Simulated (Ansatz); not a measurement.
# BaTiO3 (Barioperovskite): the dielectric response by several routes, part 2 of 2

Aim: the electronic dielectric constant of BaTiO3 (Barioperovskite) by perturbation theory, a sum over states and the RPA step of G0W0.

Ansatz 0.2.0; linear response on LDA, plane waves, PAW. Known limits of the many-body steps: not at the basis limit; no spin-orbit coupling; coarse k mesh.

So far. Step 2 (Response to a homogeneous field): One over ε∞ averages 0.15, under the quarter of exact exchange in PBE0, which by this rule of thumb may open the gap too far. Step 3 (Independent-particle spectrum): The sum gives ε∞ = 6.88, 6.79 and 6.72 without local fields.

## 4. RPA screening from the G0W0 run

G0W0 replaces the xc potential by the self-energy, built once from these orbitals. Only a window of levels is corrected, while the sums run over the empty bands that the input names.

This step: G0W0 on LDA, plane waves, PAW.

input.yaml

```yaml
crystal:
  lattice:
    - [3.9855, 0.0, 0.0]
    - [0.0, 2.8369, 2.84515]
    - [0.0, -2.8369, 2.84515]
  atoms:
    - { symbol: Ba, position: [0.0, 0.0, 0.0] }
    - { symbol: Ti, position: [0.5, 0.5124, 0.5124] }
    - { symbol: O, position: [0.0, 0.4874, 0.4874] }
    - { symbol: O, position: [0.5, 0.50524, 0.99184] }
    - { symbol: O, position: [0.5, 0.99184, 0.50524] }
kpoints:
  mp_grid: { grid: [4, 4, 4] }
hamiltonian:
  xc: lda
  pseudopotentials: { kind: paw, azcp: { folder: "./paw" } }
scf:
  occupations: { method: fixed }
gw:
  n_empty_bands: 509
  ecut_chi: 230.0
  qp_bands: [v2, c2]
  qp_kpoints: band_edges
  screening: { model: contour_deformation }
```

On the command line:

```
> ansatz run input.yaml --threads 3 --pin off --max-ram 92160MiB --backend cuda --events-out ev --progress --plain --runs-dir out --devices 1 --max-vram 13GiB
```

Numbers of over 12 decimals in the logs are rounded to 6 here.

What it wrote:

```text
[...]
GPUs: using 1 of 1 available (devices: 1).
[...]
GPU FFT provider: cuFFT
GPU libraries: cuBLAS 13.8.2, cuFFT 12.4.0, cuSOLVER 12.3.4
Crystal: 5 atoms, lattice volume = 64.337 Å³
Basis set: ecut = 420 eV, 1249 PW (Γ)
Bands: 25, of which v1, the nominal top of the filled ones, is band 20 counted from 1 (19 counted from 0)
Symmetry: 4 space group operations
[...]
1    22     12.6127   -14.0439    -6.7175   -21.9609  0.7076    13.8514    13.8122  root
[...]
20    19      9.8326   -25.7586     4.4747   -20.8921  0.7067     9.4373     9.4408  root
    20    20      9.8428   -25.7535     4.4670   -20.8970  0.7067     9.4498     9.4532  root
    20    21     14.0196   -14.6747    -7.9920   -23.8503  0.6627    15.2644    15.2032  root
    20    22     14.0614   -14.7010    -8.0698   -23.9546  0.6599    15.3079    15.2452  root
[key lines of the parts left out:]
SCF converged after 9 iterations
Free energy (F): -9904.526772 eV
Fermi energy:    9.842753 eV
```

Run time: 42 s. Hardware: 1 × NVIDIA H100 80GB HBM3 (shared by 6 runs) with 3 threads of AMD EPYC 7R13 (Zen 3), shared host; peak memory 2.1 GiB; 37 s of CPU time.

This step gave:

```
bands summed                                 : 529
RPA ε∞ on this mesh (eigenvalues)            : 6.482, 6.547, 6.609
plane waves in the screening matrix          : 485
G0W0 gap on the mesh                         : 3.463 eV
k of the valence top                         : -0.5, -0.5, -0.5
k of the conduction bottom                   : 0, 0, 0
starting gap on the mesh                     : 1.822 eV
least direct G0W0 gap on the computed points : 3.630 eV
```

The gap on the mesh goes from 1.82 eV to 3.46 eV, a correction of +1.64 eV. Between the two edge states, bare exchange in place of the xc potential would open the gap by 12.80 eV, and correlation takes back 11.16 eV.

Mean over the mesh in bins of 0.25 1/Å. Table of static inverse dielectric function, diagonal by length of q+G:

```
length of q+G (Å⁻¹)  static inverse dielectric function, diagonal
               0.50                                         0.216
               0.76                                         0.273
               0.96                                         0.321
               1.25                                         0.397
               1.52                                         0.466
               1.75                                         0.521
               2.03                                         0.584
               2.26                                         0.632
               2.50                                         0.678
               2.76                                         0.724
               3.00                                         0.758
               3.25                                         0.790
               3.50                                         0.816
               3.74                                         0.837
               4.00                                         0.858
               4.26                                         0.876
               4.50                                         0.891
               4.76                                         0.906
               5.01                                         0.918
               5.25                                         0.928
               5.51                                         0.938
               5.75                                         0.947
               6.00                                         0.954
               6.25                                         0.961
               6.50                                         0.966
               6.75                                         0.972
               7.01                                         0.976
               7.25                                         0.980
               7.51                                         0.983
               7.70                                         0.985
```

## 5. The values together

Times are wall times on 1 × NVIDIA H100 80GB HBM3 (shared by 6 runs) with 3 threads of AMD EPYC 7R13 (Zen 3), shared host, good to a factor of about two.

```
                                          method                            mesh  ε∞, low  middle  high  mean  time
perturbation theory (local fields and xc kernel)  6×6×6 (response on 512 points)     6.35    6.47  6.64  6.49  53 s
               sum over states (no local fields)                           6×6×6     6.72    6.79  6.88  6.80  95 s
           RPA with local fields, on the GW mesh                           4×4×4     6.48    6.55  6.61  6.55  42 s
```

## 6. What came out

```json
{
 "perturbation theory (local fields and xc kernel)": "6.35, 6.47, 6.64",
 "sum over states (no local fields)": "6.72, 6.79, 6.88",
 "RPA with local fields, on the GW mesh": "6.48, 6.55, 6.61"
}
```

In words: Mean Born effective charge: Ba1 2.75, Ti2 6.94, O3 -3.29, O4 -3.20 e. The most distinct maxima of the ε₂ (xx) lie at 4.1, 8.8 and 18.9 eV, the highest at 4.1 eV. The loss function (xx) has a distinct peak at 13.2 eV. The sum without local fields gives 6.80 in the mean against 6.49 by perturbation theory; local fields lower ε∞ and the xc kernel gives part of it back, though the sum also carries the error of its own mesh. The RPA values on the 4×4×4 mesh average 1.01 times those of perturbation theory (means 6.55 and 6.49). Without the xc kernel RPA should lie a little lower; here the means agree. LDA usually puts the gap too low, which tends to raise ε∞. Ions are clamped, so the lattice part of the static constant is not in these numbers.

[Paths, hosts, dates, memory and timing lines, banners, echoed tables and standing remarks are left out of the program output.]

[Logs are printed without paths, hosts, clocks, repeated set-up lines and the standing remarks that a program may print on its own settings, such as how far it seeks lower states.]

[Runs of the session that timed out or met a known fault of the program may be left out.]

[Cells called generated may have been cut or substituted from an entry of the Crystallography Open Database or the Materials Project.]

[Hosts, paths, dates, database ids (printed as entryN), source tags and the programs' standing remarks are cut or masked in the printed files.]
